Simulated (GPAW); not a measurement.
LiRh (P-6m2), Li K edge of atom 2, with 6 Rh at 2.65 Å and 6 Li at 2.65 Å (anticuboctahedral, as in hcp, site symmetry -6m2). Method: GPAW, LDA, excited-electron core hole (neutral cell), 16-atom cell with 6.3 Å between holes, 5×5×5 k points, dipole transitions, Gaussian full width 0.9 eV up to 4 eV, rising linearly to 3.5 eV at 25 eV.

```
Rh Li
1.0
     2.65230    0.00000    0.00000
    -1.32615    2.29696    0.00000
     0.00000    0.00000    4.32660
Rh Li
1 1
Direct
  0.66667 0.33333 0.00000
  0.00000 0.00000 0.50000
```

Energy from the lowest empty level; a common scale on which the isotropic spectrum has a mean of 1 over the first 20 eV.

```
E (eV)  curve 1  curve 2
  -2.0     0.00     0.00
  -1.5     0.00     0.00
  -1.0     0.00     0.00
  -0.5     0.01     0.02
   0.0     0.10     0.16
   0.5     0.28     0.60
   1.0     0.42     1.30
   1.5     0.56     1.81
   2.0     0.84     1.77
   2.5     0.90     1.31
   3.0     0.91     0.88
   3.5     0.95     0.60
   4.0     0.71     0.53
   4.5     0.67     0.78
   5.0     0.62     0.95
   5.5     0.48     0.83
   6.0     0.60     0.83
   6.5     1.05     1.10
   7.0     1.43     1.36
   7.5     1.50     1.32
   8.0     1.47     1.17
   8.5     1.49     1.12
   9.0     1.55     1.12
   9.5     1.61     1.11
  10.0     1.69     1.12
  10.5     1.81     1.23
  11.0     1.92     1.46
  11.5     1.90     1.70
  12.0     1.74     1.78
  12.5     1.54     1.65
  13.0     1.35     1.38
  13.5     1.14     1.10
  14.0     0.91     0.90
  14.5     0.72     0.80
  15.0     0.60     0.77
  15.5     0.55     0.78
  16.0     0.54     0.79
  16.5     0.54     0.77
  17.0     0.51     0.71
  17.5     0.48     0.63
  18.0     0.45     0.58
  18.5     0.43     0.56
  19.0     0.43     0.58
  19.5     0.43     0.62
  20.0     0.44     0.66
  20.5     0.45     0.68
  21.0     0.46     0.68
  21.5     0.48     0.66
  22.0     0.49     0.63
  22.5     0.51     0.60
  23.0     0.52     0.57
  23.5     0.53     0.55
  24.0     0.53     0.52
  24.5     0.54     0.51
  25.0     0.56     0.49
  25.5     0.59     0.48
  26.0     0.63     0.47
  26.5     0.68     0.46
  27.0     0.72     0.45
  27.5     0.76     0.44
  28.0     0.78     0.43
  28.5     0.79     0.43
  29.0     0.78     0.44
  29.5     0.76     0.45
  30.0     0.73     0.46
  30.5     0.69     0.47
  31.0     0.64     0.49
  31.5     0.59     0.50
  32.0     0.55     0.51
```

The curves are for the electric vector along different Cartesian axes of the cell as given, averaged over the symmetry-equivalent atoms. Which is which?

Curve 1: along z (c), main maxima 2.3 eV (0.92), 3.3 eV (0.98), 7.4 eV (1.50) and 11.2 eV (1.93). Curve 2: along x (⊥ c) (the other in-plane axis gives the same curve within 3 %), main maxima 1.7 eV (1.86), 7.2 eV (1.38) and 12.0 eV (1.78). A K edge sees empty p states on the absorber. Each direction probes the empty orbitals that point along it. The holes are only 6.3 Å apart, so the shape is probably not converged with cell size; no larger cell was run here. The mesh is coarse (0.24 Å⁻¹ between points), so small maxima may be mesh ripples.

[Banner, clock and machine lines of the logs are left out without a mark of their own.]

[Logs are printed without paths, hosts, clocks, repeated set-up lines and the standing remarks that a program may print on its own settings, such as how far it seeks lower states.]

[Hosts, paths, dates, database ids (printed as entryN), source tags and the programs' standing remarks are cut or masked in the printed files.]

[Lists of maxima count a maximum above −3 eV only where it reaches 4 % of the highest in the window and stands out from its surroundings by 2 % of it (1.5 % where it reaches 55 %); shoulders and weaker maxima are passed over, and of the rest the first, up to two pre-edge ones and the few strongest are named.]
